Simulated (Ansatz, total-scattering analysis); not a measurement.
# acetonitrile: neutron weights and totals by hand

A simulated model of acetonitrile at 340 K, fixed volume, from ab initio molecular dynamics with Ansatz (revPBE-D3(BJ), plane waves, PAW default files, Langevin thermostat, no spin, fixed volume, H with the mass of D). The average runs over 0.34 ps of 96 atoms, so shells between rare elements are rough. Mean temperature 354 K, largest m.s.d. 1.83 Å², energy drift -4 meV an atom (last third less first, no steady trend), Langevin friction 10 ps⁻¹; the first quarter of the run is discarded. Preparation: last frame of a classical run of this cell, a melt at this density, then 0.3 ps at 340 K with a cheaper basis and a friction of 10 ps⁻¹ (mean temperature of the first stage 353 K), too short to forget the start in full. So short a stretch relaxes bonds and nearest shells but still remembers its start. It is a liquid as far as so short a run tells. Atom fractions C 0.3333, N 0.1667, H 0.5000; masses C 12.011, N 14.007, H 1.008 u; density 0.7800 g/cm³; coherent lengths C 6.6472, N 9.36, H 6.6681 fm (H as D). Faber–Ziman partials at a few Q:

| Q (Å⁻¹) | S C–N | S C–C | S C–H | S H–H | S N–H | S N–N |
| --- | --- | --- | --- | --- | --- | --- |
| 1.60 | 2.292 | 7.429 | 4.857 | 2.840 | -0.958 | 3.781 |
| 2.90 | 0.569 | 0.475 | 0.912 | 0.422 | 1.294 | 0.895 |
| 4.40 | 0.358 | 0.952 | 0.425 | 1.505 | 1.381 | 1.373 |

The pair function g(HH), r in Å, every 0.06 Å up to its first minimum: 1.53 0.01, 1.59 0.19, 1.65 1.13, 1.71 4.58, 1.77 8.53, 1.83 7.06, 1.89 2.67, 1.95 0.48, 2.01 0.07, 2.07 0.10.

**Tasks.** (a) The number density. (b) The neutron weights. (c) The neutron S(Q) at the listed Q. (d) The number of H around H.

(a) The mean mass is 0.3333×12.011 + 0.1667×14.007 + 0.5000×1.008 = 6.842 u, so ρ₀ = 0.7800/(6.842 × 1.66054) = 0.06865 Å⁻³.

(b) ⟨b⟩ = 0.3333×6.6472 + 0.1667×9.36 + 0.5000×6.6681 = 7.110 fm. The weight of a pair is ci cj bi bj (2 − δij)/⟨b⟩²: C–N 0.137, C–C 0.097, C–H 0.292, H–H 0.220, N–H 0.206, N–N 0.048; they sum to 1.000.

(c) S = 1 + Σ w (Sij − 1). At 1.60 Å⁻¹: 1 + 0.177 + 0.624 + 1.127 + 0.405 − 0.403 + 0.134 = 3.064; C–H pushes up most; N–H pulls down most. At 2.90 Å⁻¹: 1 − 0.059 − 0.051 − 0.026 − 0.127 + 0.061 − 0.005 = 0.793; N–H pushes up most; H–H pulls down most. At 4.40 Å⁻¹: 1 − 0.088 − 0.005 − 0.168 + 0.111 + 0.078 + 0.018 = 0.946; H–H pushes up most; C–H pulls down most.

(d) n = 4πρ₀ c(H) Σ r² g Δr. The sum Σ r² g over the listed points is 79.4 Å², so n = 4π × 0.06865 × 0.5000 × 79.4 × 0.06 = 2.05; counting pairs in the frames up to 2.10 Å gives 2.02; the coarse grid and the factor (N − 1)/N for like atoms account for the difference.
